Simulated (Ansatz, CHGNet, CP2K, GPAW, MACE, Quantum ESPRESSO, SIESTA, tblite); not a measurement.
# W(100)/Au(100) interface (51 atoms) in other programs, against a plane-wave reference

How near do other programs and methods come to a plane-wave reference for W(100)/Au(100) interface (51 atoms)? A plane-wave run serves as the reference.

Method: Kohn-Sham DFT, PBE, PAW, plane waves, in Ansatz 0.2.0.

### Step 1. The structure

The cell holds 51 atoms: 24 W and 27 Au. Cell: a = 8.952 Å, b = 8.952 Å, c = 22.049 Å, α = 90.0°, β = 90.0°, γ = 90.0°. Bcc W(100), 3 repeat layers, 8 surface cells, strained +0.00 and +0.00 %; fcc Au(100), 3 layers, 9 cells, +3.48 and +3.48 %; outer planes 2.92 Å apart, 12 Å of vacuum above; not relaxed, displaced by a Gaussian of 0.02 Å. Then every atom was moved at random, 0.05 Å r.m.s. a Cartesian component. Regions: W, 24 atoms (24 W); Au, 27 atoms (27 Au). Vacuum lies along c.

### Step 2. Plane-wave reference

The PAW files are the set soft_2.

input.yaml reads:

```yaml
crystal:
  lattice:
    - [8.952, 0.0, 0.0]
    - [0.0, 8.952, 0.0]
    - [0.0, 0.0, 22.04922]
  atoms:
    - { symbol: W, position: [0.74248, 0.75687, 0.27079] }
    - { symbol: W, position: [0.76173, 0.49771, 0.34124] }
    - { symbol: W, position: [0.74931, 0.74563, 0.41362] }
    - { symbol: W, position: [0.73904, 0.24699, 0.27461] }
    [... 41 atom lines left out ...]
    - { symbol: Au, position: [0.07374, 0.15139, 0.55159] }
    - { symbol: Au, position: [0.24171, 0.31597, 0.63481] }
    - { symbol: Au, position: [0.39199, 0.158, 0.7206] }
    - { symbol: Au, position: [0.06335, 0.47064, 0.55036] }
    - { symbol: Au, position: [0.22332, 0.65098, 0.63769] }
    - { symbol: Au, position: [0.39868, 0.48756, 0.73072] }
kpoints:
  mp_grid: { grid: [1, 1, 1] }
hamiltonian:
  xc: pbe
scf:
  occupations: { method: fermi_dirac, width: 0.05 }
output:
  forces: true
  eigenvalues: true
  populations: true
```

The run is started by

```bash
$ ansatz run input.yaml --threads 8 --pin off --max-ram 15872MiB --backend cpu --events-out ev --progress --plain --runs-dir out
```

What it wrote:

```text
[...]
Pseudopotentials: kind: paw
Pseudopotential: W, paw, valence charge 14, recommended cutoff 420 eV (normal), W.paw.azcp
Pseudopotential: Au, paw, valence charge 19, recommended cutoff 420 eV (normal), Au.paw.azcp
[... 5 lines on functional and potentials left out ...]
Crystal: 51 atoms, lattice volume = 1766.987 Å³
Basis set: ecut = 420 eV, 34521 PW (Γ), exchange–correlation on 120×120×300 points (8 copies of the dense FFT grid, shifted against one another)
Bands: 510, of which v1, the nominal top of the filled ones, is band 425 counted from 1 (424 counted from 0)
Symmetry: 1 space group operations
Space group: P1 (ITA 1), of the structure as read, at distance tolerance 1.2e-4 Å
k-points: 1
[... 5 lines on functional and potentials left out ...]
Initial density: superposition of atomic densities (neutral atoms: chi_scale 0, normalization atom), corrected by the library's trained network
Initial wavefunctions: pseudopotential atomic-orbital guess
[...]
SCF iter   1: F=—  HF=-604230.434477 eV  |F-HF|=—  |Δ(HF+E_count)|=         —  Δρ=7.88e-3  dr2=1.26e1  ethr=1.77e-3  ⟨swp⟩=7.0  Hψ=1711  notcnv=0  defer=31
preconditioner: auto → LDOS  [metal: Δε(μ)=0.022 eV  Ē_g=5.660 eV  σ=0.050 eV  W_gap=0.11  n_scr=428 (ndim 8)  ℏωp=18.6 eV  f_vac=0.395  D(μ)=78.18/eV (n_scr^D=674)  β→1.0]
[...]
SCF iter  12: F=—  HF=-604230.029981 eV  |F-HF|=—  |Δ(HF+E_count)|=   1.77e-8  Δρ=2.50e-6  dr2=3.71e-7  ethr=1.15e-10  ⟨swp⟩=2.0  Hψ=688  notcnv=0  defer=51
SCF iter  13: F=-604230.029981 eV  HF=-604230.029981 eV  |F-HF|=5.44e-8  |Δ(HF+E_count)|=   1.87e-8  Δρ=1.34e-6  dr2=9.20e-8  ethr=1.18e-11  ⟨swp⟩=13.0  Hψ=2245  notcnv=0
SCF 1 converged in 13 iterations: F = -604230.029981 eV  dr2 = 9.20e-8
[...]
SCF converged after 13 iterations
Free energy (F): -604230.029981 eV
Harris-Foulkes:  -604230.029981 eV  (|F-HF|=5.44e-8)
Internal energy: -604229.464466 eV  (E = F + TS)
E sigma→0 (E₀):  -604229.747224 eV
Entropy (-TS):   -0.565515 eV (-11.089 meV/atom)
Fermi energy:    7.655749 eV
--- Per-component energies (eV) ---
[...]
Σ components = -604230.029981   (vs F -604230.029981, Δ=0.00e0)
--- Forces (eV/Å), atoms counted from 1 ---
  atom   1  W      0.08265632     0.68196764     1.72549263
  atom   2  W     -1.95194755     0.55035146    -0.04613849
  atom   3  W      0.26464627     0.22618352    -0.23936963
  atom   4  W     -0.40513417    -0.68914225     1.43633736
[...]
atom  51  Au    -0.18226177    -0.17566784    -0.40732420
  max |Σ_I F_I| component: 9.84e-5 eV/Å
--- Band table (eV) ---
  k-point 0: bands = ["-97.4495", "-97.4209", "-97.3968", "-97.3831", [... 494 levels ...], "11.6471", "11.8305", "11.8311", "11.8508", "11.8648", "11.8929", "11.9350", "11.9669", "12.0029", "12.0171", "12.1016", "12.1324"]
--- Löwdin populations: 51 sites ---
  site symbol       q [e]
     0      W     13.8927
     1      W     13.9366
     2      W     13.8427
[...]
50     Au     18.9634
  spilling = 0.006344 (of n_electrons = 849.000000)
```

Run time: 25 s. Hardware: 8 threads of Arm Neoverse V1, shared host; peak memory 2.5 GiB; 3 min of CPU time.

The column dr2 measures how far the density is from self-consistency, as an energy; F and HF (Harris–Foulkes) agree once it is small.

The run gave:

```yaml
free_energy: -604230.0300 eV
free_energy_per_atom: -11847.6476 eV/atom
scf_cycles: 13
r_m_s_force_component: 0.6451 eV/Å
longest_force: 2.029 eV/Å
fermi_energy: 7.656 eV
levels_partly_filled_by_over_2_per_cent: 13
spilling_of_the_projection: 0.006344
```

Length of the force by element and coordination:

```
element  coordination  atoms  mean length of the force (eV/Å)  spread  least  most
     Au           all     27                            0.764   0.366  0.250  1.52
      W           all     24                             1.26   0.507  0.402  2.03
```

By region:

```
region  atoms  mean length of the force (eV/Å)
     W     24                             1.26
    Au     27                            0.764
```

The levels nearest the highest filled one (over half full), pooled over k-points and spins:

```
level less the highest filled one (eV)  occupation
                                -0.132        1.88
                                -0.086        1.72
                               -0.0596        1.57
                                -0.052        1.51
                               -0.0256        1.29
                                     0        1.05
                                0.0115       0.933
                                0.0626       0.479
                                0.0831       0.346
                                 0.116       0.197
                                 0.140       0.126
                                 0.311       0.004
```

### Step 3. Local order

Normalised to the volume that the atoms fill. g(r), total and by pair (bins of 0.1 Å):

```
r (Å)  total  Au-Au  Au-W    W-W
 2.45   0.00   0.00  0.00   0.00
 2.55   0.18   0.00  0.00   0.82
 2.65   1.44   0.30  0.00   6.12
 2.75   3.02   1.69  0.00  11.50
 2.85   4.20  11.30  0.00   4.70
 2.95   3.18  11.10  0.14   0.00
 3.05   2.52   6.47  0.13   2.90
 3.15   1.82   0.66  0.24   6.82
 3.25   1.25   0.00  0.23   5.15
 3.35   0.27   0.00  0.43   0.24
 3.45   0.15   0.00  0.30   0.00
 3.55   0.05   0.00  0.09   0.00
 3.65   0.00   0.00  0.00   0.00
 3.75   0.13   0.00  0.25   0.00
 3.85   0.20   0.43  0.16   0.00
 3.95   0.19   0.55  0.08   0.00
 4.05   0.26   0.52  0.22   0.00
 4.15   0.80   2.49  0.21   0.00
 4.25   1.03   3.31  0.14   0.15
 4.35   0.47   0.34  0.06   1.57
 4.45   1.24   0.11  0.30   4.78
 4.55   0.90   0.00  0.12   3.81
 4.65   0.28   0.20  0.22   0.51
 4.75   0.11   0.00  0.21   0.00
 4.85   0.51   0.91  0.51   0.00
 4.95   0.78   1.92  0.49   0.00
 5.05   1.62   5.04  0.33   0.21
 5.15   2.42   5.50  0.23   3.47
 5.25   1.85   1.41  0.44   5.60
 5.35   0.95   0.00  0.42   3.33
 5.45   0.55   0.00  0.28   1.83
 5.55   0.45   0.14  0.51   0.71
 5.65   0.38   0.33  0.42   0.34
 5.75   0.49   0.97  0.44   0.00
 5.85   0.60   1.50  0.35   0.00
 5.95   0.49   1.33  0.24   0.00
 6.05   0.54   1.30  0.36   0.00
 6.15   0.22   0.00  0.41   0.07
 6.25   0.46   0.00  0.40   1.18
 6.35   0.49   0.00  0.39   1.34
 6.45   0.48   0.31  0.49   0.66
 6.55   0.77   2.09  0.37   0.00
 6.65   1.22   3.54  0.44   0.06
 6.75   1.10   2.69  0.64   0.12
```

### Step 4. The ladder

The programs:
- CHGNet: machine-learned potential, published weights.
- CP2K 2026.2: Gaussian basis with GTH pseudopotentials and a plane-wave density; labels give functional, basis (MOLOPT sets; SR short-range, UZH the newer set with its own potentials), grid cutoff/relative cutoff and solver (OT: orbital transformation; TRS4, TC2, SIGN: linear-scaling purification with its sparsity filter), or its built-in tight binding.
- GPAW 26.7.0: PAW with atomic orbitals (LCAO), plane waves or a real-space grid of spacing h.
- MACE: machine-learned potential, published weights.
- Quantum ESPRESSO 7.5: plane waves; labels (QE) give functional, pseudopotential set and cutoffs of waves/density.
- SIESTA 5.4.2: numerical atomic orbitals, whose automatically made sets are far from complete, with PseudoDojo norm-conserving potentials that we converted to its format (checked against plane waves on the same files for H, C, O, Si, Ge and Ca alone); labels give functional, basis size, energy shift and mesh cutoff.
- tblite 0.8.0: extended tight binding, driven from Python.

All use the same cell and atoms; the electronic-structure runs use the same k-mesh, and an electronic temperature of 580 K (0.05 eV) where levels are smeared.

Differences are against the plane-wave reference, forces as r.m.s. over components; share is that over the reference's r.m.s. force, slope the least-squares factor from reference forces to these. Total energies of different programs have different zeros and aren't compared.

```
                                                               run  Δ force, r.m.s. (meV/Å)  share (%)  slope  cores  CPU time  memory (GiB)
                                                         reference                        -          -      -      8     3 min           2.5
                                            CHGNet 0.3.0 potential                      437       67.7  0.512      1     4.4 s          0.67
             CP2K BLYP, DZVP-MOLOPT-SR, 350/50 Ry, diagonalisation                      323       50.1  1.067      2    18 min           2.4
              CP2K PBE, DZVP-MOLOPT-SR, 350/50 Ry, diagonalisation                      146       22.6  1.097      2    19 min           2.4
              CP2K PBE, DZVP-MOLOPT-SR, 350/70 Ry, diagonalisation                      146       22.6  1.097      2    22 min           2.4
 CP2K PBE, TZV2P-MOLOPT (SR for W, Au), 350/50 Ry, diagonalisation                      106       16.4  1.076      4    27 min           5.6
                   CP2K PBE, TZV2P-UZH, 350/50 Ry, diagonalisation                      105       16.3  1.074      4    33 min           6.8
                                      GPAW PBE, plane waves 450 eV                     50.4       7.81  1.025      4    21 min           2.4
                                       MACE MP-0b2 small potential                      812        126  0.499      1     7.9 s          0.67
                                      MACE MP-0b3 medium potential                      872        135  0.356      1      10 s          0.72
                          QE PBE, sssp-1.3.0-efficiency, 45/360 Ry                     17.6       2.72  0.992      4    40 min           6.2
               SIESTA PBE, DZ, shift 0.01 Ry, mesh 300 Ry (coarse)                      281       43.5  1.105      1   3.1 min          0.72
                       SIESTA PBE, DZP, shift 0.01 Ry, mesh 300 Ry                      114       17.7  1.019      2   5.3 min           1.2
               SIESTA PBE, SZ, shift 0.01 Ry, mesh 300 Ry (coarse)                      442       68.5  1.329      1   1.7 min          0.61
SIESTA optB88-vdW, PBE potentials, DZP, shift 0.01 Ry, mesh 300 Ry                      120       18.6  1.013      2    22 min           1.9
                                                   tblite GFN1-xTB                      736        114  0.852      1     4.3 s          0.13
                                                  tblite IPEA1-xTB                      530       82.1  0.804      1     3.3 s          0.13
```

Rows marked coarse use a setting chosen to be so.

Times of the machine-learned potentials are mostly Python's start and the loading of weights.

CPU time is summed over cores on a shared host, where runs went side by side, so it is rough. Symmetry, cutoffs, thresholds, outputs and thread counts weren't matched or tuned between programs; memory under MPI is the largest rank's times the ranks.

Runs without a result: GPAW PBE, LCAO dzp, h 0.2 Å (cut off at its time limit of 5.6 min); CP2K GFN1-xTB, diagonalisation (not converged, the SCF not settling); CP2K PBE, SZV-MOLOPT-SR, 350/50 Ry, diagonalisation (cut off at its time limit of 4.4 min); GPAW PBE, LCAO dzp, h 0.2 Å, other mixer settings (cut off at its time limit of 9 min); GPAW PBE, LCAO dzp, h 0.16 Å (cut off at its time limit of 8.4 min).

Mean charges by element (e), by run and scheme:

```
                                                               run     scheme      W     Au
             CP2K BLYP, DZVP-MOLOPT-SR, 350/50 Ry, diagonalisation   Mulliken  +0.03  -0.03
              CP2K PBE, DZVP-MOLOPT-SR, 350/50 Ry, diagonalisation   Mulliken  +0.04  -0.03
              CP2K PBE, DZVP-MOLOPT-SR, 350/70 Ry, diagonalisation   Mulliken  +0.04  -0.03
 CP2K PBE, TZV2P-MOLOPT (SR for W, Au), 350/50 Ry, diagonalisation   Mulliken  +0.04  -0.04
                   CP2K PBE, TZV2P-UZH, 350/50 Ry, diagonalisation   Mulliken  +0.03  -0.02
                       SIESTA PBE, DZP, shift 0.01 Ry, mesh 300 Ry  Hirshfeld   0.00   0.00
SIESTA optB88-vdW, PBE potentials, DZP, shift 0.01 Ry, mesh 300 Ry  Hirshfeld   0.00   0.00
                                                   tblite GFN1-xTB   Mulliken  +0.02  -0.02
                                                  tblite IPEA1-xTB   Mulliken  +0.05  -0.04
```

Within one program, basis, potentials and functional, energies share a zero. Each run against its twin at the usual cutoff or grid and solver:

```
                                                 run                                        twin  Δ energy (meV/atom)  Δ force, r.m.s. (meV/Å)  CPU time over the twin's
CP2K PBE, DZVP-MOLOPT-SR, 350/70 Ry, diagonalisation  DZVP-MOLOPT-SR, 350/50 Ry, diagonalisation              -0.0067                    0.188                       1.1
```

### Step 5. What came out

```yaml
reference_r_m_s_force_component: 0.645 eV/Å
nearest_in_forces: QE PBE, sssp-1.3.0-efficiency, 45/360 Ry, 2.7 %
farthest_in_forces: MACE MP-0b3 medium potential, 135 %
cheapest_electronic_structure_run_beside_the_reference: tblite IPEA1-xTB, 3.3 s of CPU time
```

In words: PBE on plane waves or a grid with other potentials, cutoffs or grids, coarse settings apart, differs from the reference by 2.7 % (QE PBE, sssp-1.3.0-efficiency, 45/360 Ry) to 7.8 % (GPAW PBE, plane waves 450 eV) of the r.m.s. force; this holds the reference's own error, so differences of a few per cent don't tell which side is nearer the exact PBE result (QE's 45 Ry are 612 eV, against the reference's 420 eV). The PBE runs in local orbitals, coarse settings apart, differ by 16 % (CP2K PBE, TZV2P-UZH, 350/50 Ry, diagonalisation) to 23 % (CP2K PBE, DZVP-MOLOPT-SR, 350/70 Ry, diagonalisation); basis, grid and potentials can all enter. Tight binding differs by 82 % (tblite IPEA1-xTB) to 114 % (tblite GFN1-xTB); it is another model, with fitted parameters of its own, and the xTB methods hold dispersion. Machine-learned potentials differ by 68 % (CHGNet 0.3.0 potential) to 135 % (MACE MP-0b3 medium potential); they were trained on other programs' data. That alone wouldn't give differences this large: the cell likely lies far from what they were trained on. Among those trained on PBE data the slope goes as low as 0.36, with a correlation of 0.29, so directions differ as well as sizes. Rows with another functional or a dispersion term differ by 19 % (SIESTA optB88-vdW, PBE potentials, DZP, shift 0.01 Ry, mesh 300 Ry) to 50 % (CP2K BLYP, DZVP-MOLOPT-SR, 350/50 Ry, diagonalisation), which mixes the change of model with differences of basis and potentials, some of them made for another functional. IPEA1-xTB was fitted to ionisation energies and electron affinities, not to forces or charges. Runs with settings chosen to be coarse differ by 44 % (SIESTA PBE, DZ, shift 0.01 Ry, mesh 300 Ry) to 69 % (SIESTA PBE, SZ, shift 0.01 Ry, mesh 300 Ry), their programs' other errors included. Of the electronic-structure runs that take under half the reference's CPU time, tblite IPEA1-xTB comes nearest, at 82 % in 3.3 s against 3 min, too far off to be of use. Charges hang on model, scheme and program or settings: among these rows the mean for W runs from -0.00 to +0.05 e. In the reference: 13 levels are partly filled, by over 2 % (at Γ alone), as in a metal. Periodic xTB results under one method name differ between programs and library versions. The potentials hold different valence shells: 849 electrons in the reference, 633 in CP2K with TZV2P-MOLOPT and 633 in GPAW; this bears on time and differences. The electron count is odd in these runs, and they have no spin polarisation, so the unpaired electron is spread evenly over both spins. Machine-learned potentials mimic data converged in k, so the reference's own k-point error enters their differences. The host structure and its lattice constant were typed by rule, without a check against the phase diagram. The electron count is odd and the run has no spin polarisation, so levels at the top are partly filled by construction. The electronic-structure runs sample only Γ, in a cell whose shortest periodic width is 9 Å, which is coarse for a cell with partly filled levels. Spin–orbit coupling is left out, which matters for the levels of the heavy elements.

[Long decimals in the printed logs are rounded to 6 places.]

[Also dropped from logs without a mark: lines with file paths, logging warnings of Python, QE's lines on negative density and diagonalisation, SIESTA's first energy breakdown, zero terms and Voronoi charges.]

[Logs are printed without paths, hosts, clocks, repeated set-up lines and the standing remarks that a program may print on its own settings, such as how far it seeks lower states.]

[Hosts, paths, dates, database ids (printed as entryN), source tags and the programs' standing remarks are cut or masked in the printed files.]

[Not all failed runs are listed: runs killed by the host, ended in a Python traceback or in CONQUEST's support-function errors, and SIESTA runs with faulty potentials for Cu, Fe, Ni or Zn are left out.]
